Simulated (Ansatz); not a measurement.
# Heat carried by phonons in KBr (Fm-3m), part 2 of 2

Aim: the lattice thermal conductivity of KBr against temperature, and which phonons carry it.

What experiment has found for this phase:
- thermal conductivity 3.4 W/m/K near room temperature (given in “Combining the AFLOW GIBBS and Elastic Libraries to efficiently and robustly screen thermo-mechanical properties of solids”, 2017, arXiv:1611.05714)
- thermal conductivity 3.4 W/m/K near room temperature (given in “Predicting the lattice thermal conductivity of solids by solving the Boltzmann transport equation: AFLOW - AAPL an automated, accurate and efficient framework”, 2017, arXiv:1611.05481)

Ansatz 0.2.0; DFT r2SCAN, scalar-relativistic, plane waves, PAW.

So far. Step 2 (Probe on a coarse mesh): The start is under 0.066 GPa at this level and looks like an insulator or semiconductor on this mesh. Step 4 (Relaxing to small residual forces and stress): The residual pressure is 1.7e-4 GPa, small enough for phonons.

**5. A faulty attempt**

This input was changed on purpose, to see how the program answers.

Contents of input.yaml:

```yaml
crystal:
  lattice:
    - [0.0, 3.3045281391, 3.3045281391]
    - [3.3045281391, 0.0, 3.3045281391]
    - [3.3045281391, 3.3045281391, 0.0]
  atoms:
    - { symbol: K, position: [0.0, 0.0, 0.0] }
    - { symbol: Br, position: [0.5, 0.5, 0.5] }
kpoints:
  mp_grid: { grid: [4, 4, 4] }
hamiltonian:
  xc: r2scan
scf:
  occupations: { method: fixed }
  max_iter: 50
output:
  eigenvalues: true
phonons:
  supercell: [2, 2, 2]
  dielectric: false
  third_order: { supercell: [2, 2, 2], pair_cutoff: 3.455 }
  lattice_thermal_conductivity:
    qmesh: [9, 9, 9]
    temperatures: [300]
    isotope_mass_variance:
      - { species: Br, variance: 0.0001563 }
      - { species: K, variance: 0.000164 }
    delta_function: { method: gaussian }
```

The run is started by

```
> ansatz run input.yaml --threads 16 --pin off --max-ram 30720MiB --backend cpu --events-out ev --progress --plain --runs-dir out
```

What it wrote:

```text
Error: invalid value for `phonons.lattice_thermal_conductivity.delta_function.standard_deviation`: required by method: gaussian — the width has no default, since the result must be converged in it; set standard_deviation (e.g. 0.4 meV), or use method: tetrahedron, which has no width
```

Run time: 0.03 s. Hardware: 16 threads of Arm Neoverse N1, shared host; peak memory 0.031 GiB.

The input was rejected at the start.

The program's message: “Error: invalid value for `phonons.lattice_thermal_conductivity.delta_function.standard_deviation`: required by method: gaussian — the width has no default, since the result must be converged in it; se …”

The fault put into the input: a Gaussian without its width.

**6. Third-order constants and the Boltzmann equation, dipole term asked yes**

Pairs of atoms inside the cutoff are displaced in a supercell, the forces give the cubic constants, and these give the three-phonon rates of the Boltzmann equation.

input.yaml, the sections that differ from step 5:

```yaml
kpoints:
  mp_grid: { grid: [6, 6, 6] }
scf:
  occupations: { method: fixed }
phonons:
  method: fd
  dielectric: true
  qmesh: [6, 6, 6]
  temperatures: { t_max: 1000, t_step: 50 }
  qpath:
    path:
      - [[0.0, 0.0, 0.0], [0.5, 0.0, 0.5], [0.625, 0.25, 0.625]]
      - [[0.375, 0.375, 0.75], [0.0, 0.0, 0.0], [0.5, 0.5, 0.5], [0.5, 0.25, 0.75], [0.5, 0.0, 0.5]]
    npoints: 10
  third_order: { supercell: [3, 3, 3], pair_cutoff: 3.455 }
  lattice_thermal_conductivity:
    qmesh: [17, 17, 17]
    temperatures: [100.0, 150.0, 200.0, 300.0, 400.0, 500.0]
    isotope_mass_variance:
      - { species: Br, variance: 0.0001563 }
      - { species: K, variance: 0.000164 }
# crystal, hamiltonian, output: as in step 5
```

What it wrote:

```text
Warning: phonons.dielectric: true without phonons.rigid_motions: the static dielectric tensor ε⁰ will be withheld (ε∞, Z* and the rows of modes are given); for a crystal or a slab, whose only rigid motions are the translations, set phonons.rigid_motions: translations
Engine: ansatz 0.2.0, aarch64-unknown-linux-gnu
Pseudopotentials: kind: paw
Pseudopotential: K, paw, valence charge 9, recommended cutoff 500 eV (meta_gga), K.paw.azcp
Pseudopotential: Br, paw, valence charge 7, recommended cutoff 500 eV (meta_gga), Br.paw.azcp
Functional definition: r2SCAN
  parameter k0 = 0.174
  parameter k1 = 0.065
  parameter a1 = 4.9479
  exchange = r2scan_x(k0 = k0, k1 = k1, a1 = a1)
  correlation = r2scan_c
Error: memory limit exceeded: the `energy derivatives` phase of `third-order reference` needs 39.71 GiB against the run's memory maximum of 30.00 GiB; largest carriers: ion tables 24.64 GiB, converged xc re-evaluation 11.83 GiB, projector tables 0.74 GiB, unmodelled-tail allowance 0.69 GiB, wavefunctions 0.60 GiB; this run sums exchange and correlation above basis.xc_grid: 1 (its plan line states the level, which a r [...]
with nothing else changed it takes a maximum of at least 39.72 GiB, with nothing to spare, and 43.69 GiB leaves up to a tenth: --max-ram 43.69GiB where that set the maximum, else more of the term that did, and with no share typed, where 43.69 GiB is over 0.88 of the host's memory or its container's limit, a share of 0.88 or more that holds the maximum too (--max-ram-frac F), where one does; The budget is ten eleventh [...]
```

Elapsed: 10 s, on 16 threads; peak memory 0.24 GiB.

The input was rejected at the start.

The program's message: “memory limit exceeded: the `energy derivatives` phase of `third-order reference` needs 39.71 GiB against the run's memory maximum of 30.00 GiB; largest carriers: ion tables 24.64 GiB, converged xc re- …”

**7. Third-order constants and the Boltzmann equation, dipole term asked no**

Pairs of atoms inside the cutoff are displaced in a supercell, the forces give the cubic constants, and these give the three-phonon rates of the Boltzmann equation.

input.yaml: that of step 6 with these lines changed.

```diff
@@ -18,3 +18,3 @@
   method: fd
-  dielectric: true
+  dielectric: false
   qmesh: [6, 6, 6]
```

What it wrote:

```text
Engine: ansatz 0.2.0, aarch64-unknown-linux-gnu
Pseudopotentials: kind: paw
Pseudopotential: K, paw, valence charge 9, recommended cutoff 500 eV (meta_gga), K.paw.azcp
Pseudopotential: Br, paw, valence charge 7, recommended cutoff 500 eV (meta_gga), Br.paw.azcp
Functional definition: r2SCAN
  parameter k0 = 0.174
  parameter k1 = 0.065
  parameter a1 = 4.9479
  exchange = r2scan_x(k0 = k0, k1 = k1, a1 = a1)
  correlation = r2scan_c
Error: memory limit exceeded: the `energy derivatives` phase of `third-order reference` needs 39.71 GiB against the run's memory maximum of 30.00 GiB; largest carriers: ion tables 24.64 GiB, converged xc re-evaluation 11.83 GiB, projector tables 0.74 GiB, unmodelled-tail allowance 0.69 GiB, wavefunctions 0.60 GiB; this run sums exchange and correlation above basis.xc_grid: 1 (its plan line states the level, which a r [...]
with nothing else changed it takes a maximum of at least 39.72 GiB, with nothing to spare, and 43.69 GiB leaves up to a tenth: --max-ram 43.69GiB where that set the maximum, else more of the term that did, and with no share typed, where 43.69 GiB is over 0.88 of the host's memory or its container's limit, a share of 0.88 or more that holds the maximum too (--max-ram-frac F), where one does; The budget is ten eleventh [...]
```

Wall time 9.9 s (16 threads); peak memory 0.23 GiB.

The program refused the input before any cycle.

The program's message: “memory limit exceeded: the `energy derivatives` phase of `third-order reference` needs 39.71 GiB against the run's memory maximum of 30.00 GiB; largest carriers: ion tables 24.64 GiB, converged xc re- …”

**8. What came out**

- conductivity: not obtained on sound settings

In words: No conductivity was obtained: no run with a large enough supercell and cutoff finished.

[Logs are printed without paths, hosts, clocks, repeated set-up lines and the standing remarks that a program may print on its own settings, such as how far it seeks lower states.]

[Hosts, paths, dates, database ids (printed as entryN), source tags and the programs' standing remarks are cut or masked in the printed files.]

[A step with changed settings may run another functional than the one named; its input shows which.]
